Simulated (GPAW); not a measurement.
**Au: optical spectrum from first principles**

Aim: the dielectric function of Au, and the optical constants that follow from it. The cell comes from an older database entry, whose edges can differ from later determinations, mostly by under a per cent.

Method: DFT, PBE, plane-wave PAW (GPAW data sets), scalar-relativistic, RPA, optical limit, in GPAW 26.7.0.

The database entry behind the starting cell differs from later determinations by our own check (0.1 to 0.3 % short, probably kX units), so it need not match the best structure at ambient conditions.

### Step 1. Starting point

It takes space group Fm-3m (No. 225, cubic). Conventional cell: a = 4.070 Å, b = 4.070 Å, c = 4.070 Å, α = 90.00°, β = 90.00°, γ = 90.00°. Nearest to Au lie 12 Au at 2.88 Å.

As a file:

```cif
data_structure
_symmetry_space_group_name_H-M 'P 1'
_symmetry_Int_Tables_number 1
_cell_length_a 2.8779
_cell_length_b 2.8779
_cell_length_c 2.8779
_cell_angle_alpha 60.000
_cell_angle_beta 60.000
_cell_angle_gamma 60.000
_cell_volume 16.85
loop_
_atom_site_label
_atom_site_type_symbol
_atom_site_fract_x
_atom_site_fract_y
_atom_site_fract_z
_atom_site_occupancy
Au1 Au 0.00000 0.00000 0.00000 1
```

### Step 2. Ground state

First the ground state: is it a metal or has it a gap?

This step: DFT, PBE, plane-wave PAW (GPAW data sets), scalar-relativistic, ground state (GPAW 26.7.0).

File gs.py:

```python
from ase import Atoms
from ase.dft.bandgap import bandgap
from gpaw import GPAW, PW, FermiDirac

atoms = Atoms(['Au'],
              cell=[[0.000000000000, 2.035000000000, 2.035000000000],
                    [2.035000000000, 0.000000000000, 2.035000000000],
                    [2.035000000000, 2.035000000000, 0.000000000000]],
              scaled_positions=[[0.000000000000, 0.000000000000, 0.000000000000]],
              pbc=[True, True, True])
atoms.calc = GPAW(mode=PW(500), xc='PBE', kpts={'size': (9, 9, 9), 'gamma': True},
                  occupations=FermiDirac(0.05), maxiter=150, txt='gs.txt')
print('energy (eV)', atoms.get_potential_energy())
print('Fermi level (eV)', atoms.calc.get_fermi_level())
print('valence electrons', atoms.calc.get_number_of_electrons())
print('gap (eV)', bandgap(atoms.calc, output=None)[0])
print('direct gap (eV)', bandgap(atoms.calc, direct=True, output=None)[0])
atoms.calc.write('gs.gpw')
```

On the command line:

```sh
$ OMP_NUM_THREADS=1 python gs.py
```

Numbers of over 12 decimals in the logs are rounded to 6 here.

The log of the run:

```text
__  _  _
 | _ |_)|_||  |
 |__||  | ||/\| - 26.7.0

Versions:
  Python: 3.12.14
  ASE:    3.29.0
  Numpy:  2.5.5
  Scipy:  1.18.1
  Libxc:  7.0.0

Input parameters:
  mode=PW(ecut=500.0),
  kpts=MonkhorstPack(size=(9, 9, 9), gamma=True),
  maxiter=150,
  occupations=Occupations(name='fermi-dirac', width=0.05, fixmagmom=False),
  xc=XC(name='PBE')

Diagonalizing LCAO Hamiltonian
Converting LCAO to pw mode

       Au

Atoms  # Å, Bohr magnetons
|   | symbol |        x |        y |        z |    initial magnetic moments |
| 0 |     Au | 0.000000 | 0.000000 | 0.000000 | ( 0.0000,  0.0000,  0.0000) |

Unit cell  # Å
| periodic |        x |        y |        z |  lengths |    angles |
|      yes | 0.000000 | 2.035000 | 2.035000 | 2.877925 | 60.000000 |
|      yes | 2.035000 | 0.000000 | 2.035000 | 2.877925 | 60.000000 |
|      yes | 2.035000 | 2.035000 | 0.000000 | 2.877925 | 60.000000 |

Number of symmetries: 48
Symmetry operations  # r_c * U_cc + t_c -> r_c
|    | kind |            matrix            |
|  0 |  σ   |  1, 0, 0,  1, 0,-1,  1,-1, 0 |
|  1 |  C2  |  1, 0, 0,  1,-1, 0,  1, 0,-1 |
|  2 |  E   |  1, 0, 0,  0, 1, 0,  0, 0, 1 |
|  3 |  σ   |  1, 0, 0,  0, 0, 1,  0, 1, 0 |
|  4 |  C4  |  1, 0,-1,  1, 0, 0,  1,-1, 0 |
|  5 |  S6  |  1, 0,-1,  1,-1, 0,  1, 0, 0 |
|  6 |  σ   |  1, 0,-1,  0, 1,-1,  0, 0,-1 |
|  7 |  C3  |  1, 0,-1,  0, 0,-1,  0, 1,-1 |
|  8 |  S6  |  1,-1, 0,  1, 0, 0,  1, 0,-1 |
|  9 |  C4  |  1,-1, 0,  1, 0,-1,  1, 0, 0 |
| 10 |  C3  |  1,-1, 0,  0,-1, 1,  0,-1, 0 |
| 11 |  σ   |  1,-1, 0,  0,-1, 0,  0,-1, 1 |
| 12 |  σ   |  0, 1, 0,  1, 0, 0,  0, 0, 1 |
| 13 |  C4  |  0, 1, 0,  0, 1,-1, -1, 1, 0 |
| 14 |  C3  |  0, 1, 0,  0, 0, 1,  1, 0, 0 |
| 15 |  S6  |  0, 1, 0, -1, 1, 0,  0, 1,-1 |
| 16 |  C2  |  0, 1,-1,  1, 0,-1,  0, 0,-1 |
| 17 |  σ   |  0, 1,-1,  0, 1, 0, -1, 1, 0 |
| 18 |  S4  |  0, 1,-1,  0, 0,-1,  1, 0,-1 |
| 19 |  C4  |  0, 1,-1, -1, 1, 0,  0, 1, 0 |
| 20 |  C3  |  0, 0, 1,  1, 0, 0,  0, 1, 0 |
| 21 |  σ   |  0, 0, 1,  0, 1, 0,  1, 0, 0 |
| 22 |  S6  |  0, 0, 1,  0,-1, 1, -1, 0, 1 |
| 23 |  C4  |  0, 0, 1, -1, 0, 1,  0,-1, 1 |
| 24 |  S4  |  0, 0,-1,  1, 0,-1,  0, 1,-1 |
| 25 |  C3  |  0, 0,-1,  0, 1,-1,  1, 0,-1 |
| 26 |  C2  |  0, 0,-1,  0,-1, 0, -1, 0, 0 |
| 27 |  S6  |  0, 0,-1, -1, 0, 0,  0,-1, 0 |
| 28 |  S4  |  0,-1, 1,  1,-1, 0,  0,-1, 0 |
| 29 |  C4  |  0,-1, 1,  0, 0, 1, -1, 0, 1 |
| 30 |  C2  |  0,-1, 1,  0,-1, 0,  1,-1, 0 |
| 31 |  σ   |  0,-1, 1, -1, 0, 1,  0, 0, 1 |
| 32 |  C3  |  0,-1, 0,  1,-1, 0,  0,-1, 1 |
| 33 |  S6  |  0,-1, 0,  0, 0,-1, -1, 0, 0 |
| 34 |  S4  |  0,-1, 0,  0,-1, 1,  1,-1, 0 |
| 35 |  C2  |  0,-1, 0, -1, 0, 0,  0, 0,-1 |
| 36 |  C2  | -1, 1, 0,  0, 1, 0,  0, 1,-1 |
| 37 |  S6  | -1, 1, 0,  0, 1,-1,  0, 1, 0 |
| 38 |  S4  | -1, 1, 0, -1, 0, 1, -1, 0, 0 |
| 39 |  C3  | -1, 1, 0, -1, 0, 0, -1, 0, 1 |
| 40 |  S6  | -1, 0, 1,  0, 0, 1,  0,-1, 1 |
| 41 |  C2  | -1, 0, 1,  0,-1, 1,  0, 0, 1 |
| 42 |  C3  | -1, 0, 1, -1, 1, 0, -1, 0, 0 |
| 43 |  S4  | -1, 0, 1, -1, 0, 0, -1, 1, 0 |
| 44 |  C2  | -1, 0, 0,  0, 0,-1,  0,-1, 0 |
| 45 |  i   | -1, 0, 0,  0,-1, 0,  0, 0,-1 |
| 46 |  σ   | -1, 0, 0, -1, 1, 0, -1, 0, 1 |
| 47 |  C2  | -1, 0, 0, -1, 0, 1, -1, 1, 0 |

BZ-sampling:
  Number of BZ points: 729
  Number of IBZ points: 35

  Monkhorst-Pack size: [9, 9, 9]
  Monkhorst-Pack shift: [0, 0, 0]

K-points  # in reciprocal-cell coordinates
|     |                                coordinates |     weight |
|   0 | (  0.00000000,   0.00000000,   0.00000000) | 0.00137174 |
|   1 | (  0.11111111,   0.11111111,   0.00000000) | 0.00823045 |
|   2 | (  0.11111111,   0.11111111,   0.11111111) | 0.01097394 |
|   3 | (  0.22222222,   0.11111111,   0.11111111) | 0.01646091 |
|   4 | (  0.22222222,   0.22222222,   0.00000000) | 0.00823045 |
|   5 | (  0.22222222,   0.22222222,   0.11111111) | 0.03292181 |
|   6 | (  0.22222222,   0.22222222,   0.22222222) | 0.01097394 |
|   7 | (  0.33333333,   0.22222222,   0.11111111) | 0.03292181 |
|   8 | (  0.33333333,   0.22222222,   0.22222222) | 0.03292181 |
|   9 | (  0.33333333,   0.33333333,  -0.33333333) | 0.01646091 |
| ... |                                            |            |
|  34 | (  0.44444444,   0.44444444,   0.44444444) | 0.01097394 |

Plane wave coefficients: 440
Cutoff: 500.0 eV

Spin-components: 1 (collinear spins)
Bands:           9
Projectors:      6
Spin-degeneracy: 2
Datatype:        complex128

Parallelization:
  kpt:    1
  domain: 1
  band:   1

Density:
  Valence electrons: 11.0
  Components: 1
  Grid points: [15 15 15]
  Charge: 0.0  # |e|

Potential:
  Grid points: [15 15 15]

species:
  Au:
    name:    Gold
    id:
    Z:       79.0
    valence: 11
    core:    68
    charge:  0.0  # [|e|]
    compensation charges:
      type: gauss
      rc: 0.42  # [Å]
      lmax: 2
    cutoffs:
      filter: 2.33  # [Å]
      core: 2.81  # [Å]
    projectors
    | kind |    occ | energy [eV] | rcut [Å] |
    |   6s |  1.000 |      -5.728 |    1.323 |
    |   6p |  0.000 |      -0.775 |    1.323 |
    |   5d | 10.000 |      -6.891 |    1.323 |
    |    s |        |      21.484 |    1.323 |
    |    p |        |      26.436 |    1.323 |
    |    d |        |      20.321 |    1.323 |

    Using partial waves for Au as LCAO basis

Reference energy: -516598.271109  # eV

eigensolver:
  PPCG
  Converge bands: occupied
  niter=2

density mixing:
  MSR1-Mixer
  Pratt-step length: 0.05
  Maximum mixing coefficient: 0.75
  Old densities: 10
  SVD Regularization: 0.005
  Good broyden scale: 1.0
  Trust region scale: 1.0
  Backstep threshold: 4.0
  History deletion threshold: 6.0
  Fourier metric: weight=20.0, sigma=0.015

occupation numbers:
  Fermi-Dirac:
    width: 0.0500  # eV

poisson solver:
  ecut: 4000.0  # eV

xc functional:
  name: PBE with 2 nearest neighbor stencil

convergence criteria:
- Maximum [total energy] change in last 3 cyles: 0.0005 eV / valence electron
- Maximum integral of absolute [dens]ity change: 0.0001 electrons / valence electron
- Maximum integral of absolute [eigenst]ate change: 4e-08 eV^2 / valence electron
maximum number of iterations: 150

SCF iterations
|iter     |      energy | eigst |  dens |
|iter:   1||   -3.411224 | -0.22 |       |
|iter:   2||   -3.355897 | -2.37 | -1.10 |
|iter:   3||   -3.134884 | -1.72 | -1.14 |
|iter:   4||   -3.132242 | -4.00 | -2.10 |
|iter:   5||   -3.131265c| -4.10 | -2.34 |
|iter:   6||   -3.131263c| -5.77 | -3.87 |
|iter:   7||   -3.131263c| -6.91 | -4.08c|
|iter:   8||   -3.131263c| -7.92c| -5.01c|

Converged in 8 steps
SCF loop duration: 1.872 s (0.234 s/step)
Energy contributions relative to reference atoms: (reference = -516598.271109)

Energy contributions:
  Kinetic:          -3.628809
  Coulomb:           2.665056
  Zero:              0.152788
  External:          0.000000
  Xc:               -2.320055
  Entropy:          -0.000486
  Spinorbit:         0.000000
  ----------------------------
  Free energy:      -3.131506
  Extrapolated:     -3.131263

dipole moment: (-13.903175, -13.903175, -13.903175)  # |e|*Ang

Fermi level: 10.171
Eigenvalues  # (at kpt = [0.000, 0.000, 0.000])
| band index |      eig [eV] | occ [0-2] |
|          0 |         0.195 |     2.000 |
|          1 |         5.401 |     2.000 |
|          2 |         5.401 |     2.000 |
|          3 |         5.401 |     2.000 |
|          4 |         6.940 |     2.000 |
|          5 |         6.940 |     2.000 |
|          6 |        29.023 |     0.000 |
|          7 |        29.781 |     0.000 |
|          8 |        29.781 |     0.000 |

No gap
No difference between direct/indirect transitions

--- standard output ---
energy (eV) -3.131263
Fermi level (eV) 10.170891
valence electrons 11.0
gap (eV) 0.0
direct gap (eV) 0.0
```

Elapsed: 3.2 s, on 1 thread of Arm Neoverse V2, shared host; peak memory 0.12 GiB.

This step gave:

| Quantity | Value |
| --- | --- |
| energy | -3.131 eV |
| Fermi energy | 10.17 eV |
| electrons | 11 |

There are states at the Fermi level within the smearing, so the occupations stay smeared and the carriers get a Drude term.

### Step 3. Bands for the response

The response needs many more empty bands than the density does.

This step: DFT, PBE, plane-wave PAW (GPAW data sets), scalar-relativistic, bands at fixed density (GPAW 26.7.0).

File nscf.py:

```python
from ase.dft.bandgap import bandgap
from gpaw import GPAW, FermiDirac

calc = GPAW('gs.gpw').fixed_density(kpts={'size': (21, 21, 21), 'gamma': True}, nbands=23, convergence={'bands': 17},
                                    occupations=FermiDirac(0.05), txt='nscf.txt')
print('gap (eV)', bandgap(calc, output=None)[0])
print('direct gap (eV)', bandgap(calc, direct=True, output=None)[0])
print('top band over the Fermi level (eV)', min(calc.get_eigenvalues(kpt=k)[16] for k in range(len(calc.get_ibz_k_points()))) - calc.get_fermi_level())
calc.write('full.gpw', mode='all')
```

On the command line:

```sh
$ OMP_NUM_THREADS=1 python nscf.py
```

The log of the run:

```text
Diagonalizing LCAO Hamiltonian
Converting LCAO to pw mode
convergence criteria:
- Maximum integral of absolute [eigenst]ate change: 4e-08 eV^2 / valence electron
maximum number of iterations: 150

SCF iterations
|iter     |      energy | eigst |  dens |
|iter:   1||             | +2.92 |       |
|iter:   2||             | +1.04 |       |
|iter:   3||             | -1.07 |       |
|iter:   4||             | -2.45 |       |
|iter:   5||             | -4.12 |       |
|iter:   6||             | -5.49 |       |
|iter:   7||             | -6.83 |       |
|iter:   8||             | -7.47c|       |
SCF steps: 8
  __  _  _
 | _ |_)|_||  |
 |__||  | ||/\| - 26.7.0

Versions:
  Python: 3.12.14
  ASE:    3.29.0
  Numpy:  2.5.5
  Scipy:  1.18.1
  Libxc:  7.0.0

Input parameters:
  mode=PW(ecut=500.0),
  convergence={'bands': 17},
  gpts=array([15, 15, 15]),
  kpts=MonkhorstPack(size=(21, 21, 21), gamma=True),
  maxiter=150,
  nbands=23,
  occupations=Occupations(name='fermi-dirac', width=0.05, fixmagmom=False),
  parallel={},
  xc=XC(name='PBE')

--- standard output ---
gap (eV) 0.0
direct gap (eV) 0.0
top band over the Fermi level (eV) 30.574595
```

Wall time 34 s (1 thread); peak memory 0.19 GiB.

### Step 4. Dielectric function, RPA

Local fields let the induced charge screen the field inside the cell, which as a rule lowers ε, most along directions where the density is uneven.

This step: DFT, PBE, plane-wave PAW (GPAW data sets), scalar-relativistic, RPA, optical limit (GPAW 26.7.0).

File df.py:

```python
from gpaw.response.df import DielectricFunction

df = DielectricFunction('full.gpw', frequencies={'type': 'nonlinear', 'domega0': 0.03, 'omega2': 8},
                        ecut=50,
                        eta=0.15,
                        nbands=17,
                        rate=0.05,
                        txt='df.txt')
for direction in ['x']:
    df.get_dielectric_function(xc='RPA', direction=direction, filename=f'df_{direction}.csv')
```

On the command line:

```sh
$ OMP_NUM_THREADS=1 python df.py
```

The log of the run:

```text
Using integrator: PointIntegrator
NonLinearFrequencyDescriptor(from 0.000 to 53.489 eV, 474 points)
Nonperiodic BCs:  [False False False]
Using integrator: PointIntegrator
NonLinearFrequencyDescriptor(from 0.000 to 53.489 eV, 474 points)
Nonperiodic BCs:  [False False False]
Using integrator: PointIntegrator

Calculating chi0 body with:
    Ground state adapter containing:
    Number of spins: 1
    Number of kpoints: 9261
    Number of irreducible kpoints: 286
    Number of completely occupied states: 5
    Number of partially occupied states: 6

    Linear response parametrization:
    q_c: [0.0, 0.0, 0.0]
    Number of frequency points: 474
    Planewave cutoff: 50.0
    Number of bands: 17
    Number of planewaves: 15
    Broadening (eta): 0.15

Integrating chi0 body.

Symmetries of q_c:
    Direct symmetries (Uq -> q): 48
    Indirect symmetries (TUq -> q): 0
In total 48 allowed symmetries.

286 groups of equivalent kpoints. 96.911781% reduction.

Integral kind: spectral function

Calculating chi0 optical extensions with:
    Ground state adapter containing:
    Number of spins: 1
    Number of kpoints: 9261
    Number of irreducible kpoints: 286
    Number of completely occupied states: 5
    Number of partially occupied states: 6

    Linear response parametrization:
    Number of frequency points: 474
    Planewave cutoff: 50.0
    Number of bands: 17
    Number of planewaves: 15
    Broadening (eta): 0.15
Integrating chi0 head and wings.

Symmetries of q_c:
    Direct symmetries (Uq -> q): 48
    Indirect symmetries (TUq -> q): 0
In total 48 allowed symmetries.

286 groups of equivalent kpoints. 96.911781% reduction.

Integral kind: spectral function wings

Calculating drude chi0 with:
    Number of frequency points:474
    Plasma frequency decay rate: 0.05 eV

    Ground state adapter containing:
    Number of spins: 1
    Number of kpoints: 9261
    Number of irreducible kpoints: 286
    Number of completely occupied states: 5
    Number of partially occupied states: 6

Symmetries of q_c:
    Direct symmetries (Uq -> q): 48
    Indirect symmetries (TUq -> q): 0
In total 48 allowed symmetries.

286 groups of equivalent kpoints. 96.911781% reduction.

Integral kind: intraband
Plasma frequency:
[[9.5+0.j 0. +0.j 0. +0.j]
 [0. +0.j 9.5+0.j 0. -0.j]
 [0. +0.j 0. -0.j 9.5+0.j]]
```

It took 7.2 s on 1 thread; peak memory 0.19 GiB.

Read-outs, printed or worked out from the files:

```
main peak of the optical conductivity above 1 eV, first axis : 7.813 eV
```

Some rows of df_x.csv (energy; Re and Im without local fields; Re and Im with them):

```text
0.000000, 36097.589411, 0.000000, 36097.519222, 0.000000
0.460735, -402.635512, 90.191918, -402.706638, 90.191272
0.943989, -92.323239, 10.858552, -92.397912, 10.856812
1.451455, -33.564144, 3.461696, -33.648608, 3.456465
1.984998, -12.140308, 4.430076, -12.241398, 4.391836
2.546682, -5.907111, 6.300739, -5.953126, 6.240641
3.138794, -4.548378, 6.521349, -4.544676, 6.498919
3.763875, -3.389573, 8.027472, -3.424221, 8.031039
4.424758, -1.271811, 5.458654, -1.296358, 5.455191
5.124608, -0.848590, 4.144855, -0.892830, 4.147365
5.866977, 0.168319, 3.258630, 0.126726, 3.261281
6.655862, -0.118107, 4.105624, -0.175583, 4.130204
7.495775, -0.237633, 4.012611, -0.316300, 4.045436
8.391833, -0.558764, 3.453176, -0.642728, 3.477514
9.349861, -0.934500, 2.807421, -1.059544, 2.806029
10.376517, -0.388397, 2.032979, -0.546027, 2.003616
11.479449, 0.086409, 1.992977, -0.041430, 1.907148
12.667487, 0.176104, 2.068546, 0.061786, 1.918750
13.950874, -0.063070, 1.799301, -0.090917, 1.660924
```

The Im ε, E ∥ x has structure finer than the step of the table below, so its rows give means over 0.5 eV, whole bins alone (the curve runs from 0.305 to 14.0 eV). Peaks (eV: height): 2.32: 7.09, 2.90: 8.32, 3.72: 8.06, 4.52: 5.87, 7.10: 4.63.

Im ε, E ∥ x against photon energy; means over each step:

```tsv
photon energy (eV)	Im ε, E ∥ x
1.0	10.4
1.5	3.49
2.0	4.48
2.5	6.62
3.0	7.33
3.5	7.21
4.0	5.74
4.5	5.17
5.0	4.09
5.5	3.97
6.0	3.76
6.5	4.27
7.0	4.36
7.5	4.25
8.0	4.03
8.5	3.59
9.0	3.12
9.5	2.65
10.0	2.18
10.5	1.94
11.0	1.83
11.5	1.84
12.0	1.92
12.5	1.92
13.0	1.93
13.5	1.78
```

Re ε, E ∥ x against photon energy:

```tsv
photon energy (eV)	Re ε, E ∥ x
0.5	-343
1.0	-81.5
1.5	-30.8
2.0	-11.9
2.5	-6.44
3.0	-4.62
3.5	-2.26
4.0	-4.04
4.5	-1.71
5.0	-1.15
5.5	-0.914
6.0	0.552
6.5	0.112
7.0	0.389
7.5	-0.310
8.0	-0.821
8.5	-0.566
9.0	-0.796
9.5	-0.993
10.0	-0.673
10.5	-0.499
11.0	-0.124
11.5	-0.0529
12.0	0.175
12.5	0.0423
13.0	-0.00428
13.5	-0.100
```

Values under 1 per cm are given as 1. Absorption coefficient, E ∥ x against photon energy:

```tsv
photon energy (eV)	absorption coefficient, E ∥ x (1/cm)
0.492	9.4e5
1.010	9.2e5
1.486	8.5e5
1.985	7.1e5
2.508	7.1e5
3.018	8.0e5
3.510	8.1e5
3.980	9.5e5
4.516	9.1e5
4.981	8.3e5
5.515	9.1e5
6.021	7.8e5
6.494	9.6e5
6.985	1.0e6
7.496	1.1e6
8.026	1.3e6
8.516	1.3e6
9.023	1.3e6
9.483	1.3e6
10.026	1.2e6
10.519	1.2e6
11.029	1.1e6
11.479	1.1e6
12.023	1.2e6
12.504	1.2e6
13.000	1.3e6
13.512	1.3e6
```

Table of loss function −Im 1/ε at q → 0, E ∥ x by energy loss; read off at these points:

```tsv
energy loss (eV)	loss function −Im 1/ε at q → 0, E ∥ x
0.500	5.8e-4
0.750	9.2e-4
1.000	0.00137
1.250	0.00204
1.500	0.00340
1.750	0.00820
2.000	0.0275
2.250	0.0669
2.500	0.0777
2.750	0.112
3.000	0.0945
3.250	0.134
3.500	0.121
3.750	0.107
4.000	0.119
4.250	0.190
4.500	0.158
4.750	0.184
5.000	0.231
5.250	0.233
5.500	0.225
5.750	0.299
5.816	0.312
6.000	0.263
6.250	0.226
6.500	0.227
6.750	0.256
7.000	0.219
7.250	0.217
7.500	0.246
7.750	0.228
8.000	0.241
8.250	0.264
8.500	0.271
8.750	0.261
9.000	0.307
9.250	0.296
9.500	0.331
9.750	0.367
10.000	0.421
10.250	0.440
10.500	0.477
10.750	0.548
11.000	0.539
11.250	0.539
11.500	0.527
11.710	0.580
11.750	0.574
12.000	0.502
12.250	0.513
12.500	0.520
12.750	0.517
13.000	0.513
13.250	0.527
13.500	0.555
13.750	0.600
```

The refractive index n and extinction k by photon energy:

```tsv
photon energy (eV)	n	k
0.5	1.91	18.6
1.0	0.509	9.04
1.5	0.292	5.56
2.0	0.632	3.51
2.5	1.15	2.79
3.0	1.50	2.62
3.5	1.68	2.26
4.0	1.16	2.32
4.5	1.48	1.97
5.0	1.23	1.63
5.5	1.31	1.62
6.0	1.47	1.27
6.5	1.50	1.47
7.0	1.57	1.44
7.5	1.37	1.48
8.0	1.27	1.56
8.5	1.24	1.45
9.0	1.09	1.40
9.5	0.959	1.38
10.0	0.893	1.21
10.5	0.875	1.12
11.0	0.929	0.994
11.5	0.961	0.988
12.0	1.04	0.951
12.5	0.991	0.969
13.0	0.986	0.988
13.5	0.922	0.975
```

Optical constants at common wavelengths, from n + ik = √ε:

```tsv
wavelength (nm)	n	k	R (%)	1/α
1550	0.77	11.499	97.7	11 nm
1064	0.39	7.611	97.4	11 nm
633	0.59	3.627	84.9	14 nm
532	1.19	2.963	64.9	14 nm
405	1.42	2.597	55.0	12 nm
365	1.64	2.119	42.8	14 nm
248	1.23	1.631	35.6	12 nm
```

In reflection the computed colour is orange: x = 0.349, y = 0.355, luminous reflectivity 70 %.

### Step 5. What came out

```
main peak of the optical conductivity above 1 eV, first axis : 7.81 eV
```

In words: At this level (PBE, RPA) Au is a metal; it reflects 66 % at 550 nm. In reflection the computed colour is orange: x = 0.349, y = 0.355, luminous reflectivity 70 %. The carriers' damping of 0.05 eV is typed, not computed; it shapes the response at the lowest energies. Spin-orbit coupling is left out although heavy atoms are present. The sum runs over mesh points, so small or evenly spaced maxima can still be ripples of the mesh. In this version of GPAW the matrix elements of the optical limit are incomplete, which can lower ε − 1 by up to a tenth where first-row anions or d states rule, and shift it by more in d metals. GPAW's carrier term has the form −ωp²/(ω + i·rate)², which damps like twice the rate and fails at low energy, so the curves leave the lowest energies out.

[Machine, clock and banner lines and Python warnings are left out of the logs.]

[Logs are printed without paths, hosts, clocks, repeated set-up lines and the standing remarks that a program may print on its own settings, such as how far it seeks lower states.]

[Hosts, paths, dates, database ids (printed as entryN), source tags and the programs' standing remarks are cut or masked in the printed files.]
